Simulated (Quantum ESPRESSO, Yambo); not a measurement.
A convergence test on BN (P6_3/mmc).

```xyz
4
Lattice="2.5040 0.0000 0.0000 -1.2520 2.1685 0.0000 0.0000 0.0000 6.6612" Properties=species:S:1:pos:R:3 pbc="T T T"
B     0.0000    1.4457    1.6653
B     1.2520    0.7228    4.9959
N     0.0000    1.4457    4.9959
N     1.2520    0.7228    1.6653
```

The cell and positions come from the Crystallography Open Database and are kept as given unless a step says otherwise.

Program: Yambo 5.3.0; PBE start, 6×6×2 mesh, Godby-Needs plasmon pole.

```tsv
bands	screening cutoff (eV)	gap on the mesh (eV)
115	210.9	5.674
434	210.9	5.779
115	353.7	5.690
```

**Question.** If the two steps added up, what gap would 434 bands at 353.7 eV give? Do they add up?

From the first row, the second adds +0.105 eV and the third +0.016 eV, so the sum predicts 5.674 +0.105 +0.016 = 5.795 eV. The run gave 5.842 eV, +0.047 eV from that. They don't add up: at the higher cutoff the same bands are worth +0.152 eV. High empty states act through short-wavelength screening, so a band sum at a low cutoff levels off early.

Limits: not at the basis limit; coarse k mesh.

[Paths, hosts, dates, memory and timing lines, banners, echoed tables and standing remarks are left out of the program output.]

[Logs are printed without paths, hosts, clocks, repeated set-up lines and the standing remarks that a program may print on its own settings, such as how far it seeks lower states.]

[Runs of the session that timed out or met a known fault of the program may be left out.]

[Hosts, paths, dates, database ids (printed as entryN), source tags and the programs' standing remarks are cut or masked in the printed files.]
